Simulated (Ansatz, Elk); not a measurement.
# Bonding as seen by X-rays: NaMnBr3

The structure of NaMnBr3 used here is made up (a known structure type with other elements) and was relaxed beforehand with PBEsol. The aim is the Fourier transform of its all-electron density, F(hkl), set beside the sum over free spherical atoms that refinements use.

Calculated with Elk 11.2.3 (patched build); DFT, PBE, all-electron APW+lo, Dirac cores, scalar-relativistic bands, static density, ferromagnetic start.

The structure was built from a prototype and need not be the compound's stable phase.

### Step 1. Set-up

It takes space group Pm-3m (No. 221, cubic). Conventional cell: a = 5.222 Å, b = 5.222 Å, c = 5.222 Å, α = 90.00°, β = 90.00°, γ = 90.00°. Nearest to Br lie 2 Mn at 2.61 Å and 4 Na at 3.69 Å. Nearest to Mn lie 6 Br at 2.61 Å. Nearest to Na lie 12 Br at 3.69 Å. Farther neighbours and most contacts between anions are not listed.

### Step 2. Ground state and structure factors

An all-electron density is needed, since X-rays see the cores too. Task 0 finds the density and task 195 Fourier-transforms it; tshift is off so that phases refer to the origin typed.

The input, elk.in:

```
tasks
  0
  195
  196

xctype
  20

spinpol
  .true.

rgkmax
  7.0

gmaxvr
  14.0

lmaxo
  7

lmaxapw
  8

swidth
  0.002

tshift
  .false.

hmaxvr
  5.5

maxscl
  120

epspot
  1e-06

reducebf
  0.8

sppath
  './'

avec
  9.86752802855 -0.00000000000 0.00000000000
  -0.00000000000 9.86752802855 0.00000000000
  0.00000000000 0.00000000000 9.86752802855

atoms
  3
  'Br.in'
  3
  -0.0000000000 0.5000000000 0.5000000000   0.000000 0.000000 0.000000
  0.5000000000 0.5000000000 0.0000000000   0.000000 0.000000 0.000000
  0.5000000000 0.0000000000 0.5000000000   0.000000 0.000000 0.000000
  'Mn.in'
  1
  0.5000000000 0.5000000000 0.5000000000   0.000000 0.000000 -0.220000
  'Na.in'
  1
  0.0000000000 -0.0000000000 -0.0000000000   0.000000 0.000000 0.000000

ngridk
  4 4 4
```

Run with:

```
OMP_NUM_THREADS=4 elk
```

Numbers of over 12 decimals in the logs are rounded to 6 here.

The program printed:

```text
┌─────────────────────────┐
│ Elk code version 11.2.3 │
└─────────────────────────┘

All units are atomic (Hartree, Bohr, etc.)

┌─────────────────────────────────────────────────┐
│ Ground-state run starting from atomic densities │
└─────────────────────────────────────────────────┘

Lattice vectors :
   9.867528029      -0.000000000       0.000000000
  -0.000000000       9.867528029       0.000000000
   0.000000000       0.000000000       9.867528029

Reciprocal lattice vectors :
  0.6367537330       0.000000000      -0.000000000
   0.000000000      0.6367537330      -0.000000000
  -0.000000000      -0.000000000      0.6367537330

Unit cell volume      :    960.7825485
Brillouin zone volume :   0.2581751863

Muffin-tin inner radius fraction :   0.1000000000E-01

Nuclei treated as point charges

Species : 1 (Br)
 parameters loaded from : Br.in
 name : bromine
 nuclear charge    :   -35.00000000
 electronic charge :    35.00000000
 atomic mass :    145656.0816
 muffin-tin radius :    2.400000000
 number of radial points in muffin-tin :    993
 inner part over the whole radius :   0.9934012010E-02
 number on inner part of muffin-tin    :    703
 approximate nuclear radius :   0.7858070945E-04
 number of mesh points to nuclear radius :    344
 atomic positions (lattice), magnetic fields (Cartesian) :
  1 :   0.00000000  0.50000000  0.50000000    0.00000000  0.00000000  0.00000000
  2 :   0.50000000  0.50000000  0.00000000    0.00000000  0.00000000  0.00000000
  3 :   0.50000000  0.00000000  0.50000000    0.00000000  0.00000000  0.00000000

Species : 2 (Mn)
 parameters loaded from : Mn.in
 name : manganese
 nuclear charge    :   -25.00000000
 electronic charge :    25.00000000
 atomic mass :    100145.9370
 muffin-tin radius :    2.400000000
 number of radial points in muffin-tin :    993
 inner part over the whole radius :   0.9953723401E-02
 number on inner part of muffin-tin    :    700
 approximate nuclear radius :   0.7074591925E-04
 number of mesh points to nuclear radius :    330
 atomic positions (lattice), magnetic fields (Cartesian) :
  1 :   0.50000000  0.50000000  0.50000000    0.00000000  0.00000000 -0.22000000

Species : 3 (Na)
 parameters loaded from : Na.in
 name : sodium
 nuclear charge    :   -11.00000000
 electronic charge :    11.00000000
 atomic mass :    41907.78703
 muffin-tin radius :    2.200000000
 number of radial points in muffin-tin :    793
 inner part over the whole radius :   0.9883648912E-02
 number on inner part of muffin-tin    :    551
 approximate nuclear radius :   0.5574345702E-04
 number of mesh points to nuclear radius :    238
 atomic positions (lattice), magnetic fields (Cartesian) :
  1 :   0.00000000  0.00000000  0.00000000    0.00000000  0.00000000  0.00000000

Total number of atoms per unit cell :    5
Total muffin-tin volume :    276.2255813
 ratio of muffin-tin to unit cell volume :   0.2875006230

Spin treatment :
 spin-polarised
 global magnetic field (Cartesian) :    0.000000000       0.000000000       0.000000000
 collinear magnetisation in z-direction

Number of Bravais lattice symmetries :   48
Number of crystal symmetries         :   48
Crystal has inversion symmetry
Real symmetric eigensolver will be used

k-point grid :      4     4     4
k-point offset :    0.000000000       0.000000000       0.000000000
k-point set is reduced with full crystal symmetry group
Total number of k-points :       10

Muffin-tin radius times maximum |G+k| :    7.000000000
 using average radius
Maximum |G+k| for APW functions       :    2.966101695
Maximum (1/2)|G+k|²                   :    4.398879632
Maximum |G| for potential and density :    14.00000000
Constant for pseudocharge density :    8
 order of it for each species :   15  15  15
 order of it for pair densities of each species (exact exchange by exxq0 0: 16) :   10  10   8
Radial integration step length :    1

G-vector grid sizes :     45    45    45
Number of G-vectors :    44395

Maximum angular momentum used for
[...]
total in muffin-tins        :    4.243244468
 total moment                :    4.525761576

RMS change in Kohn-Sham potential (target) :    2.357256251     (  0.1000000000E-05)
Absolute change in total energy (target)   :    3.199347637     (  0.1000000000E-03)

[... loops 3 to 18 left out ...]

┌──────────────────┐
│ Loop number : 19 │
└──────────────────┘

Energies :
 Fermi                       :     0.107649
 sum of occupied eigenvalues :     -5309.9761712649
 electron kinetic            :      9353.7843980844
 core electron kinetic       :      8474.2820551933
 Coulomb                     :     -18151.266410813
 Coulomb potential           :     -14216.744136201
 nuclear-nuclear             :     -968.60933567592
 electron-nuclear            :     -20165.987671076
 Hartree                     :      2983.3305959391
 Madelung                    :     -11042.894342712
 xc potential                :     -446.64509456850
 xc effective B-field        :    -0.371287
 external B-field            :      0.000000
 exchange                    :     -337.05948240766
 correlation                 :     -6.653333
 electron entropic           :    -0.21077629309613E-04
 total energy                :     -9141.1948491674
 (external B-field energy excluded from total)

Density of states at Fermi energy :   0.8186340492
 (states/Hartree/unit cell)

Estimated indirect band gap :   0.2080765410E-01
 from k-point 10 to k-point 1
Estimated direct band gap   :   0.4045874603E-01
 at k-point 6

Charges :
 core                        :    66.00000000
 valence                     :    75.00000000
 interstitial                :    6.902562219
 muffin-tins (core leakage)
  species : 1 (Br)
[...]
species : 2 (Mn)
[...]
species : 3 (Na)
[...]
total in muffin-tins        :    134.0974378
 total calculated charge     :    140.9992763
 total charge                :    141.0000000
 error                       :   0.7237459488E-03

Moments :
 interstitial                :   0.3137098223
 muffin-tins
  species : 1 (Br)
[...]
species : 2 (Mn)
[...]
species : 3 (Na)
[...]
total in muffin-tins        :    4.684584376
 total moment                :    4.998294199

RMS change in Kohn-Sham potential (target) :   0.7875918231E-06 (  0.1000000000E-05)
Absolute change in total energy (target)   :   0.1442186840E-04 (  0.1000000000E-03)

Convergence targets achieved

┌──────────────────┐
│ Loop number : 20 │
└──────────────────┘

Energies :
 Fermi                       :     0.107649
 sum of occupied eigenvalues :     -5309.9761475686
 electron kinetic            :      9353.7844024889
 core electron kinetic       :      8474.2820540680
 Coulomb                     :     -18151.266397996
 Coulomb potential           :     -14216.744135226
 nuclear-nuclear             :     -968.60933567592
 electron-nuclear            :     -20165.987647007
 Hartree                     :      2983.3305846875
 Madelung                    :     -11042.894330383
 xc potential                :     -446.64508198360
 xc effective B-field        :    -0.371283
 external B-field            :      0.000000
 exchange                    :     -337.05947928929
 correlation                 :     -6.653333
 electron entropic           :    -0.21104808950010E-04
 total energy                :     -9141.1948291001
 (external B-field energy excluded from total)

Density of states at Fermi energy :   0.8198802646
 (states/Hartree/unit cell)

Estimated indirect band gap :   0.2080150925E-01
 from k-point 10 to k-point 1
Estimated direct band gap   :   0.4045224520E-01
 at k-point 6

Charges :
 core                        :    66.00000000
 valence                     :    75.00000000
 interstitial                :    6.902562501
 muffin-tins (core leakage)
  species : 1 (Br)
[...]
atom 3                    :    33.54881275     (  0.2296059793E-04)
  species : 2 (Mn)
   atom 1                    :    23.49920021     ( -0.2246775654E-06)
  species : 3 (Na)
   atom 1                    :    9.951799031     ( -0.9715865668E-07)
 total in muffin-tins        :    134.0974375
 total calculated charge     :    140.9992763
 total charge                :    141.0000000
 error                       :   0.7237445544E-03

Moments :
 interstitial                :   0.3137088144
 muffin-tins
  species : 1 (Br)
[...]
atom 3                    :   0.8046686984E-01
  species : 2 (Mn)
   atom 1                    :    4.442356198
  species : 3 (Na)
   atom 1                    :   0.8260584272E-03
 total in muffin-tins        :    4.684582866
 total moment                :    4.998291680

┌──────────────────────────────┐
│ Self-consistent loop stopped │
└──────────────────────────────┘

Wrote STATE.OUT
```

It took 2.4 min on 4 threads of Arm Neoverse V2, shared host; peak memory 0.51 GiB; 6.8 min of CPU time.

SFACRHO.OUT:

```text

h k l indices transformed by vhmat matrix:
   1.000000000       0.000000000       0.000000000    
   0.000000000       1.000000000       0.000000000    
   0.000000000       0.000000000       1.000000000    

      h      k      l  multipl.   |H|            Re(F)            Im(F)           |F|

      0      0      0      1   0.0000000       141.00000      0.91174200E-17   141.00000    
      0      0      1      6  0.63675373      -45.856977      0.10012276E-13   45.856977    
      0     -1      1     12  0.90050577     -0.52159760     -0.62265100E-14  0.52159760    
     -1     -1     -1      8   1.1028898       76.848169      0.13257668E-13   76.848169    
      0      0     -2      6   1.2735075       112.29961      0.19162095E-13   112.29961    
     -1     -2      0     24   1.4238246      -37.574372     -0.13235663E-13   37.574372    
     -2      1      1     24   1.5597217     -0.54701338     -0.19120396E-13  0.54701338    
     -2      2      0     12   1.8010115       98.478172      0.11212871E-13   98.478172    
     -2      1     -2     24   1.9102612      -33.341555     -0.21021283E-13   33.341555    
     -3      0      0      6   1.9102612      -33.413093     -0.13751772E-12   33.413093    
      0      3     -1     24   2.0135921      -1.1357016     -0.31774696E-13   1.1357016    
      3     -1      1     24   2.1118732       60.988647     -0.49367361E-13   60.988647    
      2      2      2      8   2.2057796       89.596104     -0.44595295E-13   89.596104    
      0      3     -2     24   2.2958482      -30.659462      0.10707069E-12   30.659462    
     -3      1      2     48   2.3825143      -1.8537650      0.99248942E-14   1.8537650    
      4      0      0      6   2.5470149       83.102158     -0.27675740E-13   83.102158    
     -1      0      4     24   2.6254029      -28.696672     -0.25698498E-15   28.696672    
      2     -3     -2     24   2.6254029      -28.596581     -0.10332356E-12   28.596581
```

Elk indexes on the primitive cell of elk.in and gives |H| = 4π sin θ/λ in inverse bohr. Below, one row stands for each form hkl of the conventional cell (m members, Friedel mates merged), F is for one primitive cell and the density is static (no thermal factor). Free-atom factors are Waasmaier and Kirfel's, and R is Σm||F|−|F'||/Σm|F|.

```csv
hkl,m,sin θ/λ (Å⁻¹),"abs F, DFT",neutral atoms,diff.,ions,diff.
100,6,0.096,45.857,45.583,+0.274,45.438,+0.419
110,12,0.135,0.522,0.284,+0.237,0.722,-0.200
111,8,0.166,76.848,76.597,+0.251,76.700,+0.149
200,6,0.192,112.300,112.141,+0.159,112.170,+0.130
210,24,0.214,37.574,37.524,+0.050,37.579,-0.004
211,24,0.235,0.547,0.552,-0.005,0.325,+0.222
220,12,0.271,98.478,98.657,-0.178,98.672,-0.194
221,24,0.287,33.342,33.417,-0.076,33.487,-0.145
300,6,0.287,33.413,33.417,-0.004,33.487,-0.074
310,24,0.303,1.136,1.214,-0.078,1.046,+0.090
311,24,0.318,60.989,61.217,-0.228,61.009,-0.020
222,8,0.332,89.596,89.821,-0.225,89.805,-0.209
320,24,0.345,30.660,30.694,-0.034,30.726,-0.066
321,48,0.358,1.854,1.891,-0.037,1.796,+0.058
```

The ions are Na+, Mn2+ and Br−, by formal charge.

### Step 3. The magnetisation density

The same run holds the spin density, and task 196 transforms it. The order is that of the start, and no other was tried.

SFACMAG_1.OUT:

```text

h k l indices transformed by vhmat matrix:
   1.000000000       0.000000000       0.000000000    
   0.000000000       1.000000000       0.000000000    
   0.000000000       0.000000000       1.000000000    

      h      k      l  multipl.   |H|            Re(F)            Im(F)           |F|

      0      0      0      1   0.0000000       4.9982919     -0.71968428E-17   4.9982919    
      0      0      1      6  0.63675373      -4.2419202      0.45112009E-15   4.2419202    
      0     -1      1     12  0.90050577       3.6796392     -0.46466251E-15   3.6796392    
     -1     -1     -1      8   1.1028898      -3.2465227     -0.11023843E-14   3.2465227    
      0      0     -2      6   1.2735075       3.1085890      0.71247568E-15   3.1085890    
     -1     -2      0     24   1.4238246      -2.7703567     -0.93605231E-15   2.7703567    
     -2      1      1     24   1.5597217       2.5014608      0.74179281E-15   2.5014608    
     -2      2      0     12   1.8010115       2.1263981      0.59217829E-15   2.1263981    
     -2      1     -2     24   1.9102612      -1.9540778     -0.67805391E-15   1.9540778    
     -3      0      0      6   1.9102612      -1.8827265     -0.41893312E-14   1.8827265    
      0      3     -1     24   2.0135921       1.7518547     -0.36559713E-14   1.7518547    
      3     -1      1     24   2.1118732      -1.6378651      0.36246488E-14   1.6378651    
      2      2      2      8   2.2057796       1.5451130     -0.10815790E-14   1.5451130    
      0      3     -2     24   2.2958482      -1.4118506      0.21279744E-14   1.4118506    
     -3      1      2     48   2.3825143       1.3275473      0.82938486E-15   1.3275473    
      4      0      0      6   2.5470149       1.1157919     -0.50440529E-15   1.1157919
```

The total moment is 5.00 μB a cell; sphere moments: Br1 +0.08, Br2 +0.08, Br3 +0.08, Mn4 +4.44, Na5 0.00 μB. Polarised neutrons measure spin and orbital magnetisation together; without spin-orbit coupling the run gives the spin part:

```csv
hkl,sin θ/λ (Å⁻¹),abs F_M (μB)
100,0.096,4.242
110,0.135,3.680
111,0.166,3.247
200,0.192,3.109
210,0.214,2.770
211,0.235,2.502
220,0.271,2.126
221,0.287,1.954
300,0.287,1.883
310,0.303,1.752
311,0.318,1.638
222,0.332,1.545
320,0.345,1.412
321,0.358,1.327
```

### Step 4. What came out

```yaml
r_against_neutral_atoms_sin_theta_lambda_0p3_a_minus1: 0.27 %
r_against_neutral_atoms_0p3_to_0p82_a_minus1: 0.21 %
r_against_ions_below_0p3_a_minus1: 0.40 %
```

In words: Independent neutral atoms miss the calculated amplitudes by R = 0.27 % below 0.3 Å⁻¹ and 0.21 % from there to 0.82 Å⁻¹; by shells, 1.60 % below 0.15 Å⁻¹ (2 forms), 0.19 % 0.15 to 0.3 (7 forms), 0.26 % 0.3 to 0.45 (14 forms), 0.19 % above 0.45 (75 forms). Bonding, aspherical density and the tables' own atoms all enter these figures, and the runs don't part them. The largest change of an amplitude is +0.27 electrons, at 100. Weak lines can change much in proportion: 110 goes from 0.28 to 0.52. Formal ions give R = 0.40 % at low angle, further off than neutral atoms. The magnetic order is that of the start. No other order was tried here, and an antiferromagnetic one would change or move the magnetic intensity. The basis has no finished test. The k-mesh has no finished test. Part of the difference isn't bonding: the tables are fits to free atoms and ions calculated by other methods than this functional. Thermal motion, anomalous dispersion and extinction are left out.

[Logs are printed without paths, hosts, clocks, repeated set-up lines and the standing remarks that a program may print on its own settings, such as how far it seeks lower states.]

[Hosts, paths, dates, database ids (printed as entryN), source tags and the programs' standing remarks are cut or masked in the printed files.]
